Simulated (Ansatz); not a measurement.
# λ, α²F and ρ(T) of Mg-Sc-Mg stack of (100) layers, part 2 of 4

The plan: relax Mg-Sc-Mg stack of (100) layers, check its phonons, and, if the lattice is stable, compute its Eliashberg function and ρ(T).

Ansatz 0.2.0; DFT PBEsol, scalar-relativistic, plane waves, PAW.

So far: The starting structure; Relaxing cell and atoms.

### 3. Relaxing tightly for phonons

Residual forces and stress shift phonon frequencies, so the cell is relaxed again, with tight thresholds and the mesh and smearing of this input.

input.yaml reads:

```yaml
crystal:
  lattice:
    - [3.1711272948, 0.0, 0.0]
    - [0.0, 3.1711272948, 0.0]
    - [0.0, 0.0, 33.0869768474]
  atoms:
    - { symbol: Mg, position: [0.0, 0.0, 0.1712834097] }
    - { symbol: Sc, position: [0.5, 0.5, 0.2363995066] }
    - { symbol: Mg, position: [0.0, 0.0, 0.3015156034] }
  periodic: [true, true, false]
kpoints:
  mp_grid: { grid: [8, 8, 1] }
hamiltonian:
  xc: pbesol
scf:
  occupations: { method: methfessel_paxton, width: 0.2 }
output:
  forces: true
  stress: true
  eigenvalues: true
  write_density: true
  write_potential: true
  elf: true
  volumetric_format: npy
relax:
  adjacent_minimum: "off"
  f_tol: 0.001
  max_steps: 60
  cell: { stress_2d_tol: 0.002 }
```

Started as:

```console
$ ansatz run input.yaml --threads 4 --pin off --max-ram 16384MiB --backend cpu --events-out ev --progress --plain --runs-dir out
```

Numbers of over 12 decimals in the logs are rounded to 6 here.

Output:

```text
[the first part of the log is left out]
  E_paw        = -1494.875627  (= ΣΔE_a)
  E_vpaw       = -170.228485  (= ΣTr[D̂ρ^β])
  E_aug_tail   = 0.000006  (compensation charges beyond the density's cutoff)
  E_ewald      = 24646.645491
  E_core_change = 0.246750  (= ΣΔE_core)
  E_smearing   = -0.009132  (= −TS)
  E_closure    = -0.000000  (closes the sum)
  Σ components = -5934.578779   (vs F -5934.578779, Δ=0.00e0)
--- Forces (eV/Å), atoms counted from 1 ---
  atom   1  Mg     0.00000000     0.00000000     0.00006189
  atom   2  Sc     0.00000000     0.00000000     0.00000000
  atom   3  Mg     0.00000000     0.00000000    -0.00006189
  max |Σ_I F_I| component: 1.26e-29 eV/Å
--- 2D stress c σ (N/m, compression-positive) ---
        0.001393       0.000000       0.000000
        0.000000       0.001393       0.000000
        0.000000       0.000000       0.000000
  P = ½ c Tr σ = 0.0014 N/m
--- Band table (eV; the first three rows and the last of 15) ---
[...]
--- Relaxed structure (4 steps of the walk, 4 accepted, 1 SCFs on fresh bases) ---
[...]
cell:  # Å, volume = 333.7194 Å³
    - [3.175866, 0, 0.0]
    - [0, 3.175866, 0.0]
    - [0.0, 0.0, 33.0869768474]
  atoms:
    - { symbol: Mg, position: [0, 0, 0.171266] }
    - { symbol: Sc, position: [0.5, 0.5, 0.236400] }
    - { symbol: Mg, position: [0, 0, 0.301533] }
```

Elapsed: 10 s, on 4 threads of Arm Neoverse V1, shared host; peak memory 0.64 GiB.

Relaxation path:

```
step  energy less that of the first step (eV)  largest force component (eV/Å)  volume (Å³)
   1                                   0.0000                          0.0094       332.72
   2                                  -0.0001                          0.0023       333.19
   3                                  -0.0001                          0.0012       333.60
   4                                  -0.0001                          0.0001       333.72
   5                                  -0.0001                          0.0001       333.72
```

The log counts 1 steps on a newly chosen plane-wave basis, not all of them marked here; energy and pressure can jump at such steps.

```csv
cell as run,before,after,change
a (Å),3.171,3.176,+0.1 %
b (Å),3.171,3.176,+0.1 %
```

The relaxed structure:

```cif
data_structure
_symmetry_space_group_name_H-M 'P 1'
_symmetry_Int_Tables_number 1
_cell_length_a 3.1759
_cell_length_b 3.1759
_cell_length_c 33.0870
_cell_angle_alpha 90.000
_cell_angle_beta 90.000
_cell_angle_gamma 90.000
_cell_volume 333.72
loop_
_atom_site_label
_atom_site_type_symbol
_atom_site_fract_x
_atom_site_fract_y
_atom_site_fract_z
_atom_site_occupancy
Mg1 Mg 0.00000 0.00000 0.17127 1
Sc2 Sc 0.50000 0.50000 0.23640 1
Mg3 Mg 0.00000 0.00000 0.30153 1
```

Electrostatic potential energy in the ca plane at fractional y = 1.000, with atoms of Mg within 0.2 Å of it. With pseudopotentials it is smooth inside the atoms' cores, unlike the true potential.

Ten even steps from '0' (-54 eV) to '9' (0 eV), each cell a mean:
```
99999999999987300489999997200489999999999999
99999999999998755799999998755789999999999999
99999999999999888999999999988999999999999999
99999999999999999999999999999999999999999999
99999999999999999999999999999999999999999999
99999999999999877899999999877899999999999999
99999999999998512689999998512689999999999999
99999999999987100389999997100379999999999999
```
Columns run along c (16.0 Å, from fractional 0.00 to 0.48 of the cell; values clipped at the 3rd and 97th percentile), rows up along a (3.2 Å). Atoms in or near the plane, at fractional coordinates: Mg at (0.17, 0.00), Mg at (0.30, 0.00).

ELF in the ca plane at fractional y = 1.000, with atoms of Mg within 0.2 Å of it. It is the smooth field of the valence electrons, not physical close to the nuclei.

Ten even steps from '0' (0.00) to '9' (0.75), each cell a mean:
```
00000000012311445317999951445302310000000000
00000000012431122147877872122014320000000000
00000000012466423577544677433466421000000000
00000000012578999986422478999986421000000000
00000000012578777886433578877786421000000000
00000000012453111267666775111135421000000000
00000000012320354227888861254203320000000000
00000000012311534416999951534401310000000000
```
Columns run along c (16.0 Å, from fractional 0.00 to 0.48 of the cell), rows up along a (3.2 Å). Atoms in or near the plane, at fractional coordinates: Mg at (0.17, 0.00), Mg at (0.30, 0.00).

Valence density in the ca plane at fractional y = 1.000, with atoms of Mg within 0.2 Å of it. It is the smooth field of the valence electrons, not physical close to the nuclei.

Values in e/Å³, 5 rows by 16 columns, each cell a mean:
```
 0  0  0  0  0  6  1  0  0  2  5  0  0  0  0  0
 0  0  0  0  0  0  0  0  0  0  0  0  0  0  0  0
 0  0  0  0  0  0  0  0  0  0  0  0  0  0  0  0
 0  0  0  0  0  0  0  0  0  0  0  0  0  0  0  0
 0  0  0  0  0 10  3  0  0  4  9  0  0  0  0  0
```
Columns run along c (16.0 Å, from fractional 0.00 to 0.48 of the cell), rows up along a (3.2 Å). Atoms in or near the plane, at fractional coordinates: Mg at (0.17, 0.00), Mg at (0.30, 0.00).

### 4. Phonons by linear response: q 2×2×1, k 6×6×1

Couplings are defined for a stable lattice alone, so phonons come first.

input.yaml reads:

```yaml
crystal:
  lattice:
    - [3.1758662782, 0.0, 0.0]
    - [0.0, 3.1758662782, 0.0]
    - [0.0, 0.0, 33.0869768474]
  atoms:
    - { symbol: Mg, position: [0.0, 0.0, 0.1712655626] }
    - { symbol: Sc, position: [0.5, 0.5, 0.2363995066] }
    - { symbol: Mg, position: [0.0, 0.0, 0.3015334505] }
  periodic: [true, true, false]
kpoints:
  mp_grid: { grid: [6, 6, 1] }
hamiltonian:
  xc: pbesol
scf:
  occupations: { method: methfessel_paxton, width: 0.2 }
output:
  eigenvalues: true
phonons:
  method: dfpt
  qmesh: [2, 2, 1]
  temperatures: { t_max: 1000, t_step: 50 }
  qpath:
    path: [[0.0, 0.0, 0.0], [0.0, 0.5, 0.0], [0.5, 0.5, 0.0], [0.0, 0.0, 0.0]]
    npoints: 10
```

Output:

```text
Warning: crystal.symmetry: narrowed to the stabiliser of the run's FFT grids — unitary ops 16 → 8. A phonons.method: dfpt run fills in the rows of the dynamical matrix that it does not solve by its symmetry operations, which is exact only for operations that map its FFT grids onto themselves: filled in by any other, the frequencies could depend on the order in which like atoms are typed, or, by more than the grids' own error, on where the crystal sits among the grids' points. Excluded: 8 operations. The run can therefore solve more perturbations, solve them on more k-points, or both, and cost more. [rest of the remark cut]
[...]
Crystal: 3 atoms, lattice volume = 333.719 Å³
Basis set: ecut = 420 eV, 6567 PW (Γ), exchange–correlation on 48×48×450 points (8 copies of the dense FFT grid, shifted against one another)
Bands: 20, of which v1, the nominal top of the filled ones, is band 16 counted from 1 (15 counted from 0)
Symmetry: 16 space group operations
k-points: 10 of 36 (irreducible under 8 space group operations)
[...]
SCF iter   1: F=—  HF=-5934.603009 eV  |F-HF|=—  |Δ(HF+E_count)|=         —  Δρ=2.14e-3  dr2=1.34e-2  ethr=1.77e-3  ⟨swp⟩=9.0  Hψ=1125  notcnv=0
[...]
SCF iter  11: F=-5934.596877 eV  HF=-5934.596877 eV  |F-HF|=7.64e-11  |Δ(HF+E_count)|=  9.73e-11  S|Δr|=    0.00e0  Δρ=1.39e-8  dr2=1.55e-12  ethr=1.00e-12  ⟨swp⟩=6.7  Hψ=808  notcnv=0
SCF 1 converged in 11 iterations: F = -5934.596877 eV  dr2 = 1.55e-12
[...]
phonons: the bands overlap, so this run is a metal and interpolates without the dipole-dipole term. If the crystal is really an insulator or semiconductor, its LO-TO splitting is missing
NSCF: frozen V_eff on 10 k-points
[...]
DFPT response loops at q = (0, 0, 0) (fractional): preconditioner auto → none (partly filled bands, converged f_vac=0.729); β = 0.50; Broyden in place of MSR1
[...]
SCF converged after 11 iterations
Stability not checked: this state was not tested for a lower state beside it, because cold or Methfessel-Paxton smearing, or corrected tetrahedra, fill the levels in a way that the test cannot read (fill_not_monotonic; see scf.lower_state_search)
Free energy (F): -5934.596877 eV
[...]
Internal energy: -5934.602925 eV  (E = F + TS)
E sigma→0 (E₀):  -5934.598389 eV
Entropy (-TS):   0.006048 eV (2.016 meV/atom)
Fermi energy:    -3.073852 eV
[...]
--- Band table (eV; the first three rows and the last of 10) ---
  k-point 0: bands = [... 12 lower, -8.8567, -7.5144, -5.2659, -3.1468, -2.8272, -2.3273, -0.7356, -0.7356]
  k-point 1: bands = [... 12 lower, -8.4101, -7.1610, -4.8378, -3.0121, -2.7262, -2.0957, -1.0998, -0.6578]
  k-point 2: bands = [... 12 lower, -7.1425, -6.1692, -3.7111, -3.3686, -3.0581, -1.7502, -1.3207, -0.7912]
  k-point 9: bands = [... 12 lower, -4.7389, -3.4131, -3.4131, -2.0356, -1.8979, -1.8979, 0.2646, 0.4721]
--- Phonons (Γ-DFPT): 6 representative perturbations + reference (Σ response iterations 31) ---
  ASR residual: 2.509e-5 → 0.000e0 eV/Å²; symmetrization residual: 9.722e-6 eV/Å²
  The last average, over the group as it would stand without the narrowing to the FFT grids, took up to 2.349e-6 eV/Å² of the zone centre's force constants
  ASR residual per site (eV/Å²): 1.70e-5 1.79e-5 2.51e-5
  Γ frequencies (cm⁻¹): 0.00 0.00 0.00 134.19 134.19 170.51 193.17 193.17 224.82
--- Phonons (arbitrary-q DFPT): 3 irreducible q on the 2×2×1 mesh ---
  q = [0.0000, 0.0000, 0.0000] (star 1, of the zone-centre solve; hermiticity 4.48e-6, symmetrization 3.85e-12, taken by the last average 5.41e-7): -0.00 0.00 0.00 134.19 134.19 170.51 193.17 193.17 224.82
  q = [0.0000, -0.5000, 0.0000] (star 2, 9 solved perturbations on 16 of 36 k-point pairs; hermiticity 2.50e-6, symmetrization 2.11e-9, taken by the last average 2.80e-7): 108.03 114.67 116.31 119.95 144.66 183.73 233.74 242.85 254.99
  q = [-0.5000, -0.5000, 0.0000] (star 1, 6 solved perturbations in 78 linear systems a pass and spin channel, the states on 16 of 36 k-point pairs; hermiticity 4.42e-7, symmetrization 4.90e-9, taken by the last average 3.02e-7): 123.50 191.11 196.44 200.24 200.24 214.64 214.64 230.86 230.86
  sum rule: each row above includes the acoustic sum rule's correction from the zone centre's row sums; it moved no ω² by more than (0.53 cm⁻¹)²
  mesh force constants: q→R imaginary residual 9.83e-18; ASR residual 2.509e-5 → 0.000e0 eV/Å²; symmetrization residual 3.553e-15 eV/Å²
  interpolated dispersion: 31 rows × 9 modes
  density of states and harmonic sums: on the 20×20×1 q-mesh, interpolated from the force constants of a 2×2×1 supercell (no non-analytic term)
  largest difference from the sums on the solved wave vectors: F 1.51e-1 eV, S 2.15e-4 and C_V 6.40e-5 eV/K
  zero-point energy: 0.094475 eV/cell   skipped modes (ω ≤ 0): 3   left out of the sums: 8.33e-4 of the cell's modes: C_V's classical limit lies that fraction below 3 k_B per atom; for a crystal, a wire or a layer, F and S can be off by more, and a phonons.interpolated_qmesh denser along its periods is the remedy for the sampling
```

Wall time 80 s (4 threads); peak memory 1.1 GiB.

The column dr2 measures how far the density is from self-consistency, as an energy; F and HF (Harris–Foulkes) agree once it is small.

Numbers from this step:

| Property | Result |
| --- | --- |
| zero point energy | 0.09448 eV/cell |
| share of imaginary modes in the plain interpolation between solved wavevectors | 0 |
| highest frequency, solved or plainly interpolated | 255.1 cm⁻¹ |

Solved on the 2×2×1 mesh alone; all other wavevectors are interpolated. The phonon branches at the labelled points (cm⁻¹):

```
  point  branch 1  branch 2  branch 3  branch 4  branch 5  branch 6  branch 7  branch 8  branch 9
      Γ         0         0         0       134       134       170       193       193       225
halfway        53        70       124       127       171       180       188       216       234
      X       108       115       116       120       145       184       234       243       255
halfway       115       160       172       174       175       188       225       231       244
      M       124       191       196       200       200       215       215       231       231
halfway        90       134       144       179       179       184       207       215       222
      Γ         0         0         0       134       134       170       193       193       225
```

The phonon branches as a text plot (rows in cm⁻¹):

```
    250 |           *************
    239 |       ****   ***************
    228 |**    *     *******************************          ***
    218 |  **********             ***********     ************
    207 |  **     **                  ***  *******************
    197 |**                         ****************       ******
    186 |  **** ***************************************
    175 |*   *****               *  **       *****  *****       *
    165 | ***  *  **           *****            ****   *********
    154 |    **     *       *****                 **     **
    143 |  **       ********  *                     ***    ***
    133 |*******  **   **   **                      ***       ***
    122 |       **************    **************       **
    112 |      *         *********              **     **
    101 |            ****                         **
     90 |    **     ***                             ***  **
     80 |         ***                                  **
     69 |       ****                                       ***
     58 |  **  *                                         *****
     48 |    ** **
     37 |      *                                           *****
     27 | *****
     16 | ***                                                 **
      5 |**                                                     *
         Γ               X               M                      Γ
```

Lowest modes at the softest wavevector of the mesh. Modes at q = (0.000, 0.500, 0.000), with each element's share of the kinetic energy:

```csv
mode,frequency (cm⁻¹),Mg %,Sc %
1,108.0,12,88
2,114.7,100,0
3,116.3,0,100
4,120.0,100,0
5,144.7,69,31
6,183.7,100,0
```

Displacements in mode 1 (108.0 cm⁻¹), the largest set to 1, in the home cell:
```
Mg1  0.00  0.35  0.00
Sc2  0.00  0.00  1.00
Mg3  0.00 -0.35  0.00
```

Displacements in mode 5 (144.7 cm⁻¹), the largest set to 1, in the home cell:
```
Mg1  0.00  0.00 -1.00
Sc2  0.00 -0.69  0.00
Mg3  0.00  0.00  1.00
```

Among the solved wavevectors the lowest mode, translations apart, is 108 cm⁻¹, so these are real on this k mesh.

[end of part 2 of 4]

[Logs are printed without paths, hosts, clocks, repeated set-up lines and the standing remarks that a program may print on its own settings, such as how far it seeks lower states.]

[Hosts, paths, dates, database ids (printed as entryN), source tags and the programs' standing remarks are cut or masked in the printed files.]
